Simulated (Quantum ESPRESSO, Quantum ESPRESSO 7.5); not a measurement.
## Band edges of SiC(110) under the vacuum level

How deep do the band edges lie under the vacuum at SiC(110), and what does relaxation change?

Calculated with Quantum ESPRESSO 7.5; plane-wave DFT, PBE, GBRV ultrasoft pseudopotentials.

## 1. Set-up

The cell holds 18 atoms: 9 Si and 9 C. Its edges and angles: a = 4.380 Å, b = 3.097 Å, c = 28.389 Å, α = 90.0°, β = 90.0°, γ = 90.0°. It derives from SiC. Vacuum lies along c.

## 2. Self-consistent run of the ideal slab

First the slab as cut from the crystal, for comparison.

ideal.in

```
&control
  prefix = 'ideal'
  outdir = './out'
  pseudo_dir = './pseudo'
  calculation = 'scf'
  tprnfor = .true.
/
&system
  ibrav = 0
  nat = 18
  ntyp = 2
  ecutwfc = 40
  ecutrho = 200
  occupations = 'smearing'
  smearing = 'fd'
  degauss = 0.002
/
&electrons
  conv_thr = 1e-07
  mixing_beta = 0.4
  electron_maxstep = 120
  mixing_mode = 'plain'
/
ATOMIC_SPECIES
  Si  28.0850  si_pbe_v1.uspp.F.UPF
  C   12.0110  c_pbe_v1.2.uspp.F.UPF
CELL_PARAMETERS angstrom
  4.38000000000000 0.00000000000000 0.00000000000000
  0.00000000000000 3.09712770159708 0.00000000000000
  0.00000000000000 0.00000000000000 28.38851080638831
ATOMIC_POSITIONS crystal
  Si  0.000000000000 0.000000000000 0.281804144450
  C   0.250000000000 0.500000000000 0.281804144450
  Si  0.500000000000 0.500000000000 0.336353108337
  C   0.750000000000 0.000000000000 0.336353108337
  Si  0.000000000000 0.000000000000 0.390902072225
  C   0.250000000000 0.500000000000 0.390902072225
  Si  0.500000000000 0.500000000000 0.445451036112
  C   0.750000000000 0.000000000000 0.445451036112
  Si  0.000000000000 0.000000000000 0.500000000000
  C   0.250000000000 0.500000000000 0.500000000000
  Si  0.500000000000 0.500000000000 0.554548963888
  C   0.750000000000 0.000000000000 0.554548963888
  Si  0.000000000000 0.000000000000 0.609097927775
  C   0.250000000000 0.500000000000 0.609097927775
  Si  0.500000000000 0.500000000000 0.663646891663
  C   0.750000000000 0.000000000000 0.663646891663
  Si  0.000000000000 0.000000000000 0.718195855550
  C   0.250000000000 0.500000000000 0.718195855550
K_POINTS automatic
  4 6 1 0 0 0
```

Launch:

```console
> OMP_NUM_THREADS=1 mpirun -n 4 pw.x -nk 2 -in ideal.in > ideal.out
```

The log of the run:

```text
Program PWSCF v.7.5 starts
[citation notice left out]

     Parallel version (MPI & OpenMP), running on       4 processor cores
     Number of MPI processes:                 4
     Threads/MPI process:                     1

     MPI processes distributed on     1 nodes
[...]
Current dimensions of program PWSCF are:
     Max number of different atomic species (ntypx) = 10
     Max number of k-points (npk) =  40000
     Max angular momentum in pseudopotentials (lmaxx) =  4
     Message from routine setup:
     using ibrav=0 with symmetry is DISCOURAGED, use correct ibrav instead

     K-points division:     npool     =       2
     R & G space division:  proc/nbgrp/npool/nimage =       2
     Subspace diagonalization in iterative solution of the eigenvalue problem:
     a serial algorithm will be used

     Parallelization info
     --------------------
     sticks:   dense  smooth     PW     G-vecs:    dense   smooth      PW
     Min         386     307     95                62111    44413    7513
     Max         389     308     96                62120    44432    7524
     Sum         775     615    191               124231    88845   15037

     Using Slab Decomposition

     bravais-lattice index     =            0
     lattice parameter (alat)  =       8.2770  a.u.
     unit-cell volume          =    2598.7975 (a.u.)^3
     number of atoms/cell      =           18
     number of atomic types    =            2
     number of electrons       =        72.00
     number of Kohn-Sham states=           43
     kinetic-energy cutoff     =      40.0000  Ry
     charge density cutoff     =     200.0000  Ry
     scf convergence threshold =      1.0E-07
     mixing beta               =       0.4000
     number of iterations used =            8  plain     mixing
     Exchange-correlation= SLA  PW   PBE  PBE
                           (   1   4   3   4   0   0   0)

     celldm(1)=   8.277000  celldm(2)=   0.000000  celldm(3)=   0.000000
     celldm(4)=   0.000000  celldm(5)=   0.000000  celldm(6)=   0.000000

     crystal axes: (cart. coord. in units of alat)
               a(1) = (   1.000000   0.000000   0.000000 )
               a(2) = (   0.000000   0.707107   0.000000 )
               a(3) = (   0.000000   0.000000   6.481395 )

     reciprocal axes: (cart. coord. in units 2 pi/alat)
               b(1) = (  1.000000  0.000000  0.000000 )
               b(2) = (  0.000000  1.414214  0.000000 )
               b(3) = (  0.000000  0.000000  0.154288 )

     PseudoPot. # 1 for Si read from file:
     ./pseudo/si_pbe_v1.uspp.F.UPF
     Pseudo is Ultrasoft + core correction, Zval =  4.0
     Generated by new atomic code, or converted to UPF format
     Using radial grid of  899 points,  6 beta functions with:
                l(1) =   0
                l(2) =   0
                l(3) =   1
                l(4) =   1
                l(5) =   2
                l(6) =   2
     Q(r) pseudized with  8 coefficients,  rinner =    0.900   0.900   0.900
                                                       0.900   0.900

     PseudoPot. # 2 for C  read from file:
     ./pseudo/c_pbe_v1.2.uspp.F.UPF
     Pseudo is Ultrasoft + core correction, Zval =  4.0
     Generated by new atomic code, or converted to UPF format
     Using radial grid of  721 points,  4 beta functions with:
                l(1) =   0
                l(2) =   0
                l(3) =   1
                l(4) =   1
     Q(r) pseudized with  8 coefficients,  rinner =    1.100   1.100   1.100

     atomic species   valence    mass     pseudopotential
     Si                4.00    28.08500     Si( 1.00)
     C                 4.00    12.01100     C ( 1.00)

      4 Sym. Ops. (no inversion) found

   Cartesian axes

     site n.     atom                  positions (alat units)
         1        Si     tau(   1) = (   0.0000000   0.0000000   1.8264840  )
         2        C      tau(   2) = (   0.2500000   0.3535534   1.8264840  )
         3        Si     tau(   3) = (   0.5000000   0.3535534   2.1800374  )
         4        C      tau(   4) = (   0.7500000   0.0000000   2.1800374  )
         5        Si     tau(   5) = (   0.0000000   0.0000000   2.5335908  )
         6        C      tau(   6) = (   0.2500000   0.3535534   2.5335908  )
         7        Si     tau(   7) = (   0.5000000   0.3535534   2.8871442  )
         8        C      tau(   8) = (   0.7500000   0.0000000   2.8871442  )
         9        Si     tau(   9) = (   0.0000000   0.0000000   3.2406976  )
        10        C      tau(  10) = (   0.2500000   0.3535534   3.2406976  )
        11        Si     tau(  11) = (   0.5000000   0.3535534   3.5942510  )
        12        C      tau(  12) = (   0.7500000   0.0000000   3.5942510  )
        13        Si     tau(  13) = (   0.0000000   0.0000000   3.9478044  )
        14        C      tau(  14) = (   0.2500000   0.3535534   3.9478044  )
        15        Si     tau(  15) = (   0.5000000   0.3535534   4.3013578  )
        16        C      tau(  16) = (   0.7500000   0.0000000   4.3013578  )
        17        Si     tau(  17) = (   0.0000000   0.0000000   4.6549111  )
        18        C      tau(  18) = (   0.2500000   0.3535534   4.6549111  )

     number of k points=    12  Fermi-Dirac smearing, width (Ry)=  0.0020
                       cart. coord. in units 2pi/alat
        k(    1) = (   0.0000000   0.0000000   0.0000000), wk =   0.0833333
        k(    2) = (   0.0000000   0.2357023   0.0000000), wk =   0.1666667
        k(    3) = (   0.0000000   0.4714045   0.0000000), wk =   0.1666667
        k(    4) = (   0.0000000  -0.7071068   0.0000000), wk =   0.0833333
        k(    5) = (   0.2500000   0.0000000   0.0000000), wk =   0.1666667
        k(    6) = (   0.2500000   0.2357023   0.0000000), wk =   0.3333333
        k(    7) = (   0.2500000   0.4714045   0.0000000), wk =   0.3333333
        k(    8) = (   0.2500000  -0.7071068   0.0000000), wk =   0.1666667
        k(    9) = (  -0.5000000   0.0000000   0.0000000), wk =   0.0833333
        k(   10) = (  -0.5000000   0.2357023   0.0000000), wk =   0.1666667
        k(   11) = (  -0.5000000   0.4714045   0.0000000), wk =   0.1666667
        k(   12) = (  -0.5000000  -0.7071068   0.0000000), wk =   0.0833333

     Dense  grid:   124231 G-vectors     FFT dimensions: (  40,  27, 243)

     Smooth grid:    88845 G-vectors     FFT dimensions: (  36,  24, 216)

     Estimated max dynamical RAM per process >     184.71 MB

     Estimated total dynamical RAM >     708.53 MB

     Initial potential from superposition of free atoms

[...]
iteration #  4     ecut=    40.00 Ry     beta= 0.40
[...]
negative rho (up, down):  9.691E-04 0.000E+00

[...]
total energy              =    -189.57308140 Ry
     estimated scf accuracy    <       0.22553239 Ry

     iteration #  5     ecut=    40.00 Ry     beta= 0.40
[...]
negative rho (up, down):  1.035E-03 0.000E+00

[...]
total energy              =    -189.58777096 Ry
     estimated scf accuracy    <       0.02819445 Ry

     iteration #  6     ecut=    40.00 Ry     beta= 0.40
[...]
negative rho (up, down):  1.064E-03 0.000E+00

[...]
total energy              =    -189.59203899 Ry
     estimated scf accuracy    <       0.02340213 Ry

     iteration #  7     ecut=    40.00 Ry     beta= 0.40
[...]
negative rho (up, down):  1.071E-03 0.000E+00

[...]
total energy              =    -189.59233570 Ry
     estimated scf accuracy    <       0.00450370 Ry

     iteration #  8     ecut=    40.00 Ry     beta= 0.40
[...]
c_bands:  2 eigenvalues not converged
[...]
negative rho (up, down):  1.076E-03 0.000E+00

[...]
total energy              =    -189.59315906 Ry
     estimated scf accuracy    <       0.00055983 Ry

     iteration #  9     ecut=    40.00 Ry     beta= 0.40
[...]
negative rho (up, down):  1.080E-03 0.000E+00

[...]
total energy              =    -189.59326073 Ry
     estimated scf accuracy    <       0.00007171 Ry

     iteration # 10     ecut=    40.00 Ry     beta= 0.40
[...]
negative rho (up, down):  1.082E-03 0.000E+00

[...]
total energy              =    -189.59328769 Ry
     estimated scf accuracy    <       0.00000957 Ry

     iteration # 11     ecut=    40.00 Ry     beta= 0.40
[...]
negative rho (up, down):  1.083E-03 0.000E+00

[...]
total energy              =    -189.59328752 Ry
     estimated scf accuracy    <       0.00000369 Ry

     iteration # 12     ecut=    40.00 Ry     beta= 0.40
[...]
negative rho (up, down):  1.084E-03 0.000E+00

[...]
total energy              =    -189.59328833 Ry
     estimated scf accuracy    <       0.00000090 Ry

     iteration # 13     ecut=    40.00 Ry     beta= 0.40
[...]
negative rho (up, down):  1.085E-03 0.000E+00

[...]
End of self-consistent calculation

          k = 0.0000 0.0000 0.0000 ( 11101 PWs)   bands (ev):

   -13.5869 -13.0949 -12.3708 -11.4397 -10.3483  -9.3354  -8.8112  -8.5091
    -8.4757  -6.0881  -5.7393  -5.3609  -4.8357  -3.9636  -3.6368  -3.5518
    -2.7714  -2.5235  -2.4684  -1.5605  -1.5054  -1.3241  -1.1302  -0.9371
    -0.6164  -0.2099  -0.0043   0.5423   0.6577   0.7873   1.1657   1.4409
     1.7190   1.7246   1.8285   1.8940   3.3732   3.6181   3.6333   4.3859
     5.2485   6.1714   6.2031

          k = 0.0000 0.2357 0.0000 ( 11084 PWs)   bands (ev):

   -13.2316 -12.7429 -12.0245 -11.1028 -10.0288  -9.0678  -8.7068  -8.3375
    -8.3285  -5.8369  -5.5353  -5.2529  -4.8127  -3.9582  -3.3687  -3.2684
    -3.0169  -2.7099  -2.5970  -2.3595  -2.2177  -2.0009  -1.3468  -1.2993
    -1.2847  -0.9430  -0.5570  -0.2037  -0.0203   0.0910   0.0994   0.4056
     0.5382   0.7876   1.6474   1.7014   3.5547   3.6675   4.7086   5.8199
     6.3618   6.3737   6.5366

          k = 0.0000 0.4714 0.0000 ( 11152 PWs)   bands (ev):

   -12.1960 -11.7196 -11.0241 -10.1478  -9.1974  -9.0674  -8.8127  -8.1704
    -8.1656  -5.5330  -5.4950  -5.3337  -5.1749  -4.7604  -3.8860  -3.7410
    -3.4529  -2.8623  -2.7451  -2.5262  -2.4526  -2.2578  -2.2408  -2.1611
    -1.7105  -1.6199  -1.4865  -0.9905  -0.9479  -0.9405  -0.8409  -0.6584
    -0.3579   0.4906   1.5718   1.6544   3.2313   3.3220   4.1907   4.3223
     5.1314   5.3941   5.9566

          k = 0.0000-0.7071 0.0000 ( 11136 PWs)   bands (ev):

   -10.6577 -10.5834 -10.2571 -10.1011  -9.6855  -9.4402  -9.1068  -8.3086
    -8.1141  -5.9536  -5.5870  -5.2371  -4.6961  -4.5494  -4.2906  -4.2586
    -4.2215  -4.1710  -2.6674  -2.6345  -2.3491  -2.2931  -1.9671  -1.9173
    -1.7157  -1.6930  -1.6451  -1.5996  -1.4246  -1.2643  -0.9690  -0.7239
    -0.2645  -0.1130   2.1486   2.2342   2.3751   2.3785   3.2741   3.6725
     4.2340   5.0479   5.5067

          k = 0.2500 0.0000 0.0000 ( 11041 PWs)   bands (ev):

   -13.1885 -12.7062 -12.0038 -11.1243 -10.2415 -10.1708  -9.9189  -9.3311
    -9.3077  -6.0525  -5.8720  -5.1373  -4.8160  -4.3565  -4.0131  -2.7582
    -2.1372  -2.0416  -1.4619  -1.2513  -1.1865  -1.1327  -0.8344  -0.3676
    -0.2548  -0.1741   0.1548   0.5527   0.6565   0.7729   0.8627   0.8909
     1.3624   1.3675   1.7789   1.8638   3.3402   3.3810   4.1778   5.0139
     5.8352   6.6648   6.6768

          k = 0.2500 0.2357 0.0000 ( 11074 PWs)   bands (ev):

   -12.8398 -12.3611 -11.6649 -10.7965  -9.9886  -9.8741  -9.6711  -9.0589
    -9.0184  -5.7896  -5.6179  -4.9668  -4.7449  -4.6136  -3.9262  -2.7145
    -2.6644  -2.6619  -2.1618  -1.9169  -1.5716  -1.4370  -1.3168  -1.2096
    -1.0480  -0.7497  -0.5594  -0.4741  -0.3153  -0.3076   0.1441   0.2745
     0.8080   1.0185   1.8869   2.0015   3.2793   3.3246   5.2972   6.2772
     6.3688   6.4966   7.0348

[...]
the Fermi energy is     2.3455 ev

!    total energy              =    -189.59328843 Ry
     estimated scf accuracy    <       0.00000005 Ry
     smearing contrib. (-TS)   =      -0.00045795 Ry
     internal energy E=F+TS    =    -189.59283048 Ry

     The total energy is F=E-TS. E is the sum of the following terms:
     one-electron contribution =   -3067.15467293 Ry
     hartree contribution      =    1559.18338734 Ry
     xc contribution           =     -72.15155084 Ry
     ewald contribution        =    1390.53000594 Ry

     convergence has been achieved in  13 iterations

     negative rho (up, down):  1.085E-03 0.000E+00

     Forces acting on atoms (cartesian axes, Ry/au):

     atom    1 type  1   force =     0.11303759   -0.00000000    0.06775381
     atom    2 type  2   force =    -0.07371673    0.00000000   -0.01855578
     atom    3 type  1   force =    -0.01496831    0.00000000   -0.03654426
     atom    4 type  2   force =    -0.03490361   -0.00000000   -0.01599111
     atom    5 type  1   force =     0.01658424    0.00000000   -0.00150973
     atom    6 type  2   force =    -0.00085792    0.00000000    0.00815982
     atom    7 type  1   force =    -0.00408140    0.00000000   -0.00179263
     atom    8 type  2   force =    -0.00368654    0.00000000   -0.00151346
     atom    9 type  1   force =     0.00504766    0.00000000    0.00000000
     atom   10 type  2   force =     0.00013769    0.00000000    0.00000000
     atom   11 type  1   force =    -0.00408140    0.00000000    0.00179263
     atom   12 type  2   force =    -0.00368654    0.00000000    0.00151346
     atom   13 type  1   force =     0.01658424    0.00000000    0.00150973
     atom   14 type  2   force =    -0.00085792    0.00000000   -0.00815982
     atom   15 type  1   force =    -0.01496831    0.00000000    0.03654426
     atom   16 type  2   force =    -0.03490361    0.00000000    0.01599111
     atom   17 type  1   force =     0.11303759    0.00000000   -0.06775381
     atom   18 type  2   force =    -0.07371673    0.00000000    0.01855578

     Total force =     0.230535     Total SCF correction =     0.000518

[...]
=------------------------------------------------------------------------------=
   JOB DONE.
=------------------------------------------------------------------------------=
```

Run time: 42 s. Hardware: 4 MPI ranks of Arm Neoverse V2, shared host; peak memory 0.58 GiB; 2.8 min of CPU time.

Numbers from this step:

- free energy: -2579.5481 eV
- energy at zero smearing: -2579.5450 eV
- Fermi energy: 2.345 eV

## 3. Potential by pp.x of the ideal slab

plot_num = 11 writes the bare and Hartree potential. It leaves out exchange and correlation, which fade slowly, so it flattens close to the surface.

ideal.pot.in

```
&inputpp
  prefix = 'ideal'
  outdir = './out'
  filplot = 'ideal.pot.dat'
  plot_num = 11
/
```

Launch:

```console
> OMP_NUM_THREADS=1 mpirun -n 4 pp.x -in ideal.pot.in > ideal.pot.out
```

The log of the run:

```text
[banner, memory and clock lines left out]
Program POST-PROC v.7.5 starts

          URL

     ./out/ideal.save/

     IMPORTANT: XC functional enforced from input :
     Exchange-correlation= PBE
                           (   1   4   3   4   0   0   0)
     Any further DFT definition will be discarded
     Please, verify this is what you really want

     negative rho (up, down):  1.085E-03 0.000E+00

     Calling punch_plot, plot_num =  11
     Writing data to file  ideal.pot.dat
     Message from routine chdens:
     namelist plot not found or invalid, exiting
```

Run time: 0.92 s. Hardware: 4 MPI ranks; peak memory 0.13 GiB.

Numbers from this step:

| Property | Result |
| --- | --- |
| slope of the potential above | 8.65e-5 eV/Å |
| upper vacuum line continued to the top atoms, over the Fermi level | 5.040 eV |
| slope of the potential below | -5.48e-5 eV/Å |
| lower vacuum line continued to the bottom atoms, over the Fermi level | 5.040 eV |
| vacuum level at the upper face over a Fermi level inside the gap | 5.040 eV |
| vacuum level at the lower face over a Fermi level inside the gap | 5.040 eV |

## 4. Macroscopic average

A running mean over two layers gives the mean potential in the slab's middle.

ideal.avg.in

```
1
ideal.pot.dat
1.0
367
3
5.8527231290
```

Launch:

```console
> OMP_NUM_THREADS=1 average.x < ideal.avg.in > ideal.avg.out
```

The log of the run:

```text
[banner, memory and clock lines left out]
Program AVERAGE v.7.5 starts

          URL

     Reading header from file  ideal.pot.dat
     Reading data from file  ideal.pot.dat
     Output written to file avg.dat

[...]
```

Wall time 0.51 s (1 MPI rank); peak memory 0.11 GiB.

This step gave:

| Property | Result |
| --- | --- |
| average.x's running mean in the middle layers, on the run's own zero | -5.684 eV |
| mean potential by an exact Fourier window in the middle layers, on the run's own zero | -5.684 eV |

Electrostatic potential energy of an electron; zero at the Fermi level; window 3.0971 Å. Table of potential energy, running mean by z:

z (Å), potential energy, running mean (eV) and a bar from the least value:
```
        0       5.04 ##############################
        1       5.04 ##############################
        2       5.04 ##############################
        3       5.04 ##############################
        4       5.03 ##############################
        5       4.96 ##############################
        6       3.77 ###########################
        7      -0.77 #################
        8      -4.55 ########
        9      -7.53 #
       10      -7.85 
       11      -7.96 
       12      -8.01 
       13      -8.03 
       14      -8.03 
       15      -8.03 
       16      -8.01 
       17      -7.99 
       18      -7.91 
       19      -7.70 #
       20      -6.39 ####
       21      -1.87 ##############
       22       2.04 #######################
       23       4.80 #############################
       24       5.02 ##############################
       25       5.04 ##############################
       26       5.04 ##############################
       27       5.04 ##############################
       28       5.04 ##############################
```

[end of part 1 of 6]

[Logs are printed without paths, hosts, clocks, repeated set-up lines and the standing remarks that a program may print on its own settings, such as how far it seeks lower states.]

[Hosts, paths, dates, database ids (printed as entryN), source tags and the programs' standing remarks are cut or masked in the printed files.]

[Maps of the electrostatic potential energy from Ansatz leave out the sawtooth potential of an applied field or a dipole correction, so their vacuum need not be flat; planar profiles and work functions include it.]
